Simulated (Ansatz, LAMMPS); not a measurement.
**Relaxing amorphous 57ZrO2-43SiO2 (mol %) (84 atoms)**

Wanted: the relaxed structure of amorphous 57ZrO2-43SiO2 (mol %) (84 atoms) and its electronic structure.

Method: Kohn-Sham DFT, PBE, PAW (set soft_2), plane waves, in Ansatz 0.2.0.

### 1. The structure

The cell holds 84 atoms: 16 Zr, 12 Si and 56 O. Its edges and angles: a = 10.549 Å, b = 10.549 Å, c = 10.549 Å, α = 90.0°, β = 90.0°, γ = 90.0°. 84 atoms (16 Zr, 12 Si, 56 O) placed at random at 3.81 g/cm³, melted at 5000 K for 10 ps at fixed volume with the Morse and Coulomb pair potential with partial charges (Pedone, Malavasi, Menziani, Cormack and Segre, J. Phys. Chem. B 110, 11780 (2006)). Quenched from 5000 K to 300 K at 50 K/ps and fixed volume, held 5 ps, then minimised at fixed cell.

Before any run, some limits are plain. The quench rate of 50 K/ps is orders of magnitude faster than experiment, which tends to freeze in extra defects. The network of bonds at the start is that of the classical potential that made the cell. Only the Γ point is sampled in the main run, in a cell whose shortest periodic width is 11 Å.

### 2. Making the structure

A classical potential supplies the starting structure, since it reaches far longer times than DFT.

This step: classical MD, Morse and Coulomb pair potential with partial charges (Pedone, Malavasi, Menziani, Cormack and Segre, J. Phys. Chem. B 110, 11780 (2006)) (LAMMPS 22 Jul 2025 - Update 4).

The input, in.lmp:

```
# melt-quench of Zr16Si12O56
units metal
atom_style charge
boundary p p p
region box block 0 10.5486 0 10.5486 0 10.5486
create_box 3 box
mass 1 91.2240   # Zr
mass 2 28.0850   # Si
mass 3 15.9990   # O
create_atoms 1 random 16 40749 NULL overlap 1.5 maxtry 2000
create_atoms 2 random 12 40756 NULL overlap 1.5 maxtry 2000
create_atoms 3 random 56 40763 NULL overlap 1.5 maxtry 2000
pair_style hybrid/overlay pedone 5.5 coul/long 8.0
pair_coeff * * coul/long
pair_coeff 1 3 pedone 0.206237 2.479675 2.436997 1   # Zr-O
pair_coeff 2 3 pedone 0.340554 2.006700 2.100000 1   # Si-O
pair_coeff 3 3 pedone 0.042395 1.379316 3.618701 22   # O-O
set type 1 charge 2.4
set type 2 charge 2.4
set type 3 charge -1.2
kspace_style pppm 1.0e-4
neigh_modify delay 0 every 1 check yes
thermo_style custom step time temp pe press density
thermo_modify norm yes
timestep 0.002
thermo 100
min_style cg
minimize 1e-4 1e-4 200 2000
reset_timestep 0
velocity all create 5000 40750 mom yes dist gaussian
fix lim all nve/limit 0.05
fix lan all langevin 5000 5000 0.2 40751 zero yes
thermo 500
run 1000 post no
# [... 10 lines left out ...]
thermo 1250
fix md all nvt temp 300 300 0.2
run 2500 post no
unfix md
thermo 100
min_style cg
minimize 0 1e-3 2000 20000
write_dump all custom glass.dump id type xs ys zs modify sort id
```

The run is started by

```
lmp -in in.lmp -log none -nocite
```

Numbers of over 12 decimals in the logs are rounded to 6 here.

Output:

```text
LAMMPS (22 Jul 2025 - Update 4)
Created orthogonal box = (0 0 0) to (10.5486 10.5486 10.5486)
Created 16 atoms
Created 12 atoms
Created 56 atoms
PPPM initialization ...
  G vector (1/distance) = 0.38542791
  grid = 12 12 12
  estimated relative force accuracy = 5.7234898e-05
   Step          Time           Temp          PotEng         Press         Density
         0   0              0             -2.6844527      1087135.6      3.8091497
        66   0.132          0             -16.008012     -18182.861      3.8091497
Loop time of 0.0368322 s on 1 MPI rank(s) for 66 steps with 84 atoms
Minimization stats:
  Stopping criterion = energy tolerance
  Energy initial, next-to-last, final =
      -2.6844526716046  -16.0064167216853  -16.0080118479811
  Force two-norm initial, final = 336.79319 2.2666723
  Iterations, force evaluations = 66 87
   Step          Time           Temp          PotEng         Press         Density
         0   0              5000          -16.008012      30631.472      3.8091497
       500   1              2331.8317     -15.847419      7733.9893      3.8091497
      1000   2              2170.0748     -15.909256      27523.555      3.8091497
Loop time of 0.353354 s on 1 MPI rank(s) for 1000 steps with 84 atoms
   Step          Time           Temp          PotEng         Press         Density
[... 2 lines left out ...]
      2499   4.998          5169.6318     -15.37047       64171.822      3.8091497
      3332   6.664          4529.2619     -15.304505      42691.891      3.8091497
      4165   8.33           4654.3308     -15.363938      35081.245      3.8091497
      4998   9.996          5509.0871     -15.39532       68321.751      3.8091497
      5831   11.662         4703.5038     -15.478383      45280.693      3.8091497
[... 1 line left out ...]
Loop time of 1.89361 s on 1 MPI rank(s) for 5000 steps with 84 atoms
   Step          Time           Temp          PotEng         Press         Density
[... 12 lines left out ...]
Loop time of 16.8697 s on 1 MPI rank(s) for 47000 steps with 84 atoms
   Step          Time           Temp          PotEng         Press         Density
[... 2 lines left out ...]
     55000   110            307.20553     -16.229001     -30826.706      3.8091497
     55500   111            301.79873     -16.235108     -40022.528      3.8091497
Loop time of 0.795772 s on 1 MPI rank(s) for 2500 steps with 84 atoms
   Step          Time           Temp          PotEng         Press         Density
     55500   111            301.79873     -16.235108     -40022.528      3.8091497
     55516   111.032        301.79873     -16.266657     -36182.001      3.8091497
Loop time of 0.0259553 s on 1 MPI rank(s) for 16 steps with 84 atoms
Minimization stats:
  Stopping criterion = linesearch alpha is zero
  Energy initial, next-to-last, final =
     -16.2351082066772  -16.2666569855907  -16.2666569855907
  Force two-norm initial, final = 11.339729 0.44687063
  Iterations, force evaluations = 16 65
```

Run time: 20 s. Hardware: 1 thread of Intel Xeon Platinum 8559C (Emerald Rapids), shared host; peak memory 0.07 GiB.

### 3. Single point at the start

The forces at the start show how far the geometry lies from a minimum of this functional.

The input, input.yaml:

```yaml
crystal:
  lattice:
    - [10.5486, 0.0, 0.0]
    - [0.0, 10.5486, 0.0]
    - [0.0, 0.0, 10.5486]
  atoms:
    - { symbol: Zr, position: [0.02714, 0.79115, 0.50372] }
    - { symbol: Zr, position: [0.65149, 0.72367, 0.51256] }
    - { symbol: Zr, position: [0.29104, 0.77455, 0.76952] }
    - { symbol: Zr, position: [0.61666, 0.33787, 0.52328] }
    - { symbol: Zr, position: [0.87798, 0.18225, 0.3024] }
    - { symbol: Zr, position: [0.66135, 0.53706, 0.01925] }
    - { symbol: Zr, position: [0.80909, 0.58894, 0.71055] }
    - { symbol: Zr, position: [0.1489, 0.71034, 0.22444] }
    - { symbol: Zr, position: [0.09576, 0.96876, 0.05797] }
    - { symbol: Zr, position: [0.35759, 0.03902, 0.91166] }
    - { symbol: Zr, position: [0.13617, 0.2819, 0.87593] }
    - { symbol: Zr, position: [0.63891, 0.29485, 0.87208] }
    - { symbol: Zr, position: [0.19468, 0.07569, 0.33508] }
    - { symbol: Zr, position: [0.33352, 0.57197, 0.45555] }
    - { symbol: Zr, position: [0.12505, 0.04532, 0.64555] }
    - { symbol: Zr, position: [0.3609, 0.26648, 0.63917] }
    - { symbol: Si, position: [0.4948, 0.70791, 0.24114] }
    - { symbol: Si, position: [0.84094, 0.02488, 0.83249] }
    - { symbol: Si, position: [0.96488, 0.45206, 0.1096] }
    - { symbol: Si, position: [0.6019, 0.26804, 0.20063] }
    - { symbol: Si, position: [0.48131, 0.99635, 0.21355] }
    - { symbol: Si, position: [0.45733, 0.00302, 0.50909] }
    - { symbol: Si, position: [0.90183, 0.72328, 0.01314] }
    - { symbol: Si, position: [0.93334, 0.30659, 0.60568] }
    - { symbol: Si, position: [0.31527, 0.36219, 0.19797] }
    - { symbol: Si, position: [0.35126, 0.47743, 0.9148] }
    - { symbol: Si, position: [0.61225, 0.81579, 0.83368] }
    - { symbol: Si, position: [0.82468, 0.84548, 0.26347] }
    - { symbol: O, position: [0.78371, 0.27821, 0.60865] }
    - { symbol: O, position: [0.90849, 0.34323, 0.19446] }
    - { symbol: O, position: [0.78291, 0.16332, 0.85893] }
    - { symbol: O, position: [0.23063, 0.17231, 0.51625] }
    - { symbol: O, position: [0.49772, 0.15065, 0.53667] }
    - { symbol: O, position: [0.34594, 0.69923, 0.2071] }
    - { symbol: O, position: [0.28663, 0.38453, 0.79734] }
    - { symbol: O, position: [0.1864, 0.90702, 0.22355] }
    - { symbol: O, position: [0.94234, 0.45645, 0.64131] }
    - { symbol: O, position: [0.88388, 0.69546, 0.86734] }
    - { symbol: O, position: [0.49503, 0.17031, 0.90822] }
    - { symbol: O, position: [0.93774, 0.99245, 0.94675] }
    - { symbol: O, position: [0.46316, 0.87448, 0.83086] }
    - { symbol: O, position: [0.42236, 0.40306, 0.50835] }
    - { symbol: O, position: [0.39245, 0.00597, 0.09789] }
    - { symbol: O, position: [0.93428, 0.01511, 0.70832] }
    - { symbol: O, position: [0.82347, 0.81015, 0.11339] }
    - { symbol: O, position: [0.04071, 0.24209, 0.70618] }
    - { symbol: O, position: [0.13023, 0.83532, 0.66688] }
    - { symbol: O, position: [0.66567, 0.33306, 0.07442] }
    - { symbol: O, position: [0.73552, 0.7588, 0.34242] }
    - { symbol: O, position: [0.46851, 0.3331, 0.21047] }
    - { symbol: O, position: [0.29094, 0.40121, 0.04173] }
    - { symbol: O, position: [0.49926, 0.4597, 0.93054] }
    - { symbol: O, position: [0.40008, 0.01482, 0.35592] }
    - { symbol: O, position: [0.01905, 0.39391, 0.97936] }
    - { symbol: O, position: [0.85782, 0.72428, 0.57267] }
    - { symbol: O, position: [0.53263, 0.85549, 0.22102] }
    - { symbol: O, position: [0.04406, 0.76769, 0.05666] }
    - { symbol: O, position: [0.56929, 0.90565, 0.51595] }
    - { symbol: O, position: [0.34407, 0.95938, 0.60039] }
    - { symbol: O, position: [0.49205, 0.67343, 0.3977] }
    - { symbol: O, position: [0.5784, 0.11567, 0.20077] }
    - { symbol: O, position: [0.28574, 0.46954, 0.29679] }
    - { symbol: O, position: [0.06258, 0.54186, 0.177] }
    - { symbol: O, position: [0.81373, 0.99356, 0.2995] }
    - { symbol: O, position: [0.68572, 0.281, 0.33648] }
    - { symbol: O, position: [0.25329, 0.23372, 0.23926] }
    - { symbol: O, position: [0.21821, 0.9014, 0.90434] }
    - { symbol: O, position: [0.26384, 0.13893, 0.76199] }
    - { symbol: O, position: [0.64437, 0.72438, 0.71131] }
    - { symbol: O, position: [0.17132, 0.68201, 0.42297] }
    - { symbol: O, position: [0.54009, 0.32082, 0.70568] }
    - { symbol: O, position: [0.68224, 0.52677, 0.5536] }
    - { symbol: O, position: [0.96426, 0.25063, 0.46508] }
    - { symbol: O, position: [0.30622, 0.61668, 0.89099] }
    - { symbol: O, position: [0.08179, 0.97716, 0.46621] }
    - { symbol: O, position: [0.34854, 0.65483, 0.62941] }
    - { symbol: O, position: [0.96938, 0.78881, 0.3113] }
    - { symbol: O, position: [0.62385, 0.71674, 0.94584] }
    - { symbol: O, position: [0.1829, 0.13075, 0.98508] }
    - { symbol: O, position: [0.03088, 0.0925, 0.21256] }
    - { symbol: O, position: [0.57143, 0.59864, 0.17734] }
    - { symbol: O, position: [0.71663, 0.92777, 0.83195] }
    - { symbol: O, position: [0.737, 0.46645, 0.84791] }
    - { symbol: O, position: [0.85395, 0.56937, 0.06881] }
kpoints:
  mp_grid: { grid: [1, 1, 1] }
hamiltonian:
  xc: pbe
scf:
  occupations: { method: fermi_dirac, width: 0.025 }
output:
  forces: true
```

The run is started by

```
ansatz run input.yaml --threads 4 --pin off --max-ram 8192MiB --backend cpu --events-out ev --progress --plain --runs-dir out
```

Output:

```text
Engine: ansatz 0.2.0, x86_64-unknown-linux-gnu
Pseudopotentials: kind: paw
Pseudopotential: Zr, paw, valence charge 12, recommended cutoff 420 eV (normal), Zr.paw.azcp
Pseudopotential: Si, paw, valence charge 4, recommended cutoff 420 eV (normal), Si.paw.azcp
Pseudopotential: O, paw, valence charge 6, recommended cutoff 420 eV (normal), O.paw.azcp
[... 5 lines on functional and potentials left out ...]
Crystal: 84 atoms, lattice volume = 1173.774 Å³
Basis set: ecut = 420 eV, 22983 PW (Γ), exchange–correlation on 144×144×144 points (8 copies of the dense FFT grid, shifted against one another)
Bands: 372, of which v1, the nominal top of the filled ones, is band 288 counted from 1 (287 counted from 0)
Symmetry: 1 space group operations
Space group: P1 (ITA 1), of the structure as read, at distance tolerance 1.1e-4 Å
k-points: 1
[... 7 lines on functional and potentials left out ...]
Initial density: superposition of atomic densities (neutral atoms: chi_scale 0, normalization atom), corrected by the library's trained network
Initial wavefunctions: pseudopotential atomic-orbital guess
Functional: x = pbe(κ = 0.804, μ = 0.219515), c = pbe(β = 0.066725)
SCF iter   1: F=—  HF=-106456.495348 eV  |F-HF|=—  |Δ(HF+E_count)|=         —  Δρ=3.52e-3  dr2=1.33e-1  ethr=1.77e-3  ⟨swp⟩=6.0  Hψ=1427  notcnv=0  defer=57
preconditioner: auto → Resta (q_TF=auto, 2.423 Å⁻¹)  ε∞=3.7  [insulator: Δε(μ)=3.063 eV  Ē_g=15.491 eV  σ=0.025 eV  W_gap=1.00  n_scr=256 (ndim 8)  ℏωp=25.3 eV  f_vac=0.135  D(μ)=0.00/eV (n_scr^D=0)  ε∞_Penn≈3.7]
SCF iter   2: F=—  HF=-106456.478370 eV  |F-HF|=—  |Δ(HF+E_count)|=   1.70e-2  Δρ=1.84e-3  dr2=2.63e-2  ethr=2.31e-5  ⟨swp⟩=2.0  Hψ=721  notcnv=0  defer=79
SCF iter   3: F=—  HF=-106456.481435 eV  |F-HF|=—  |Δ(HF+E_count)|=   3.06e-3  Δρ=8.53e-4  dr2=8.07e-3  ethr=4.57e-6  ⟨swp⟩=2.0  Hψ=482  notcnv=0  defer=40
automatic band count: iteration 3 solves 333 bands in place of 372: the levels show a gap, and the empty bands left out lie too high to hold charge; the band table lists the bands solved (type scf.n_extra_bands for more)
SCF iter   4: F=—  HF=-106456.482242 eV  |F-HF|=—  |Δ(HF+E_count)|=   8.07e-4  Δρ=2.40e-4  dr2=7.67e-4  ethr=1.40e-6  ⟨swp⟩=2.0  Hψ=477  notcnv=0  defer=40
SCF iter   5: F=—  HF=-106456.482540 eV  |F-HF|=—  |Δ(HF+E_count)|=   2.98e-4  Δρ=1.53e-4  dr2=2.83e-4  ethr=1.33e-7  ⟨swp⟩=2.0  Hψ=476  notcnv=0  defer=40
SCF iter   6: F=—  HF=-106456.482595 eV  |F-HF|=—  |Δ(HF+E_count)|=   5.45e-5  Δρ=5.46e-5  dr2=3.92e-5  ethr=4.92e-8  ⟨swp⟩=2.0  Hψ=464  notcnv=0  defer=40
SCF iter   7: F=—  HF=-106456.484704 eV  |F-HF|=—  |Δ(HF+E_count)|=   2.11e-3  Δρ=2.74e-5  dr2=9.34e-6  ethr=6.80e-9  ⟨swp⟩=2.0  Hψ=610  notcnv=0  defer=40
SCF iter   8: F=—  HF=-106456.484709 eV  |F-HF|=—  |Δ(HF+E_count)|=   4.78e-6  Δρ=1.40e-5  dr2=2.44e-6  ethr=1.62e-9  ⟨swp⟩=2.0  Hψ=479  notcnv=0  defer=40
SCF iter   9: F=—  HF=-106456.484710 eV  |F-HF|=—  |Δ(HF+E_count)|=   1.01e-6  Δρ=4.32e-6  dr2=2.64e-7  ethr=4.23e-10  ⟨swp⟩=2.0  Hψ=472  notcnv=0  defer=40
SCF iter  10: F=-106456.484710 eV  HF=-106456.484710 eV  |F-HF|=2.87e-8  |Δ(HF+E_count)|=   2.51e-7  Δρ=2.92e-6  dr2=9.69e-8  ethr=1.74e-11  ⟨swp⟩=4.0  Hψ=1081  notcnv=0
SCF 1 converged in 10 iterations: F = -106456.484710 eV  dr2 = 9.69e-8
  greatest PAW one-centre occupation: 0.995 electrons in one spin orbital (limit 2), on the Zr atom at site 10 (counted from 0), in its partial waves of l = 0
SCF converged after 10 iterations
Free energy (F): -106456.484710 eV
Harris-Foulkes:  -106456.484710 eV  (|F-HF|=2.87e-8)
Internal energy: -106456.484710 eV  (E = F + TS)
E sigma→0 (E₀):  -106456.484710 eV
Fermi energy:    7.212713 eV
--- Per-component energies (eV) ---
  E_band       = -3738.742506
  E_kinetic    = 15744.754574
  E_local      = -42639.285498  (includes V_loc(G=0)·N_el)
  E_nonlocal   = 4188.522514
  E_hartree    = 15602.485594
  E_xc         = -7412.001814
  E_vxc        = -8927.103671  (∫ρ·V_xc dr)
  E_paw        = -62269.790955  (= ΣΔE_a)
  E_vpaw       = -3310.733389  (= ΣTr[D̂ρ^β])
  E_aug_tail   = 0.140489  (compensation charges beyond the density's cutoff)
  E_ewald      = -29671.309615
  E_smearing   = -0.000000  (= −TS)
  E_closure    = 0.000000  (closes the sum)
  Σ components = -106456.484710   (vs F -106456.484710, Δ=0.00e0)
--- Forces (eV/Å), atoms counted from 1 ---
  atom   1  Zr     0.09795283    -0.13616674     0.06600553
  atom   2  Zr    -0.05787138     1.55365332    -1.21206818
  atom   3  Zr     0.85463000    -1.06616784    -0.98656156
  atom   4  Zr     1.56270507     0.40097585     1.11356699
  atom   5  Zr     1.47717243     0.14147986     0.21298129
  atom   6  Zr    -1.44983333     2.58640520     0.43912915
  atom   7  Zr     1.19580469    -1.05631924     0.78787401
  atom   8  Zr     0.58969680    -0.99336159    -0.21532905
  atom   9  Zr    -1.48072661     0.69555410    -1.13589109
  atom  10  Zr     2.01404284     0.98161660     0.96420001
  atom  11  Zr    -0.53914273     0.02022821     1.13121868
  atom  12  Zr     0.01482337    -3.19117961    -0.97597456
  atom  13  Zr     0.26811928     0.95863563    -0.43133811
  atom  14  Zr     0.85867235     0.68928661     0.10916343
[...]
atom  83  O     -0.09290409     0.15342760    -0.12119058
  atom  84  O      0.42693955    -0.15347255     0.19492476
  max |Σ_I F_I| component: 1.06e-4 eV/Å
```

Wall time 6.1 s (4 threads of Intel Xeon Platinum 8559C (Emerald Rapids), shared host); peak memory 1.6 GiB.

The run gave:

```yaml
free_energy: -106456.4847 eV
free_energy_per_atom: -1267.3391 eV/atom
scf_cycles: 10
r_m_s_force_component: 0.9169 eV/Å
longest_force: 3.337 eV/Å
fermi_energy: 7.213 eV
```

The r.m.s. force component of 0.92 eV/Å sets the starting point.

Neighbours are counted within 2.82 Å (O-Zr), 2.12 Å (O-Si).

Length of the force by element and coordination:

| element | coordination | atoms | mean length of the force (eV/Å) | spread | least | most |
| --- | --- | --- | --- | --- | --- | --- |
| O | all | 56 | 1.28 | 0.850 | 0.216 | 3.19 |
| O | 2 | 27 | 1.90 | 0.756 | 0.244 | 3.19 |
| O | 3 | 28 | 0.702 | 0.409 | 0.216 | 1.74 |
| O | 4 | 1 | 0.535 | 0 | 0.535 | 0.535 |
| Si | all | 12 | 1.39 | 0.567 | 0.665 | 2.22 |
| Zr | all | 16 | 1.64 | 0.799 | 0.180 | 3.34 |
| Zr | 5 | 3 | 0.929 | 0.553 | 0.180 | 1.50 |
| Zr | 6 | 12 | 1.90 | 0.695 | 1.08 | 3.34 |
| Zr | 7 | 1 | 0.563 | 0 | 0.563 | 0.563 |

(Continued in part 2 of 4.)

[Logs are printed without paths, hosts, clocks, repeated set-up lines and the standing remarks that a program may print on its own settings, such as how far it seeks lower states.]

[Hosts, paths, dates, database ids (printed as entryN), source tags and the programs' standing remarks are cut or masked in the printed files.]
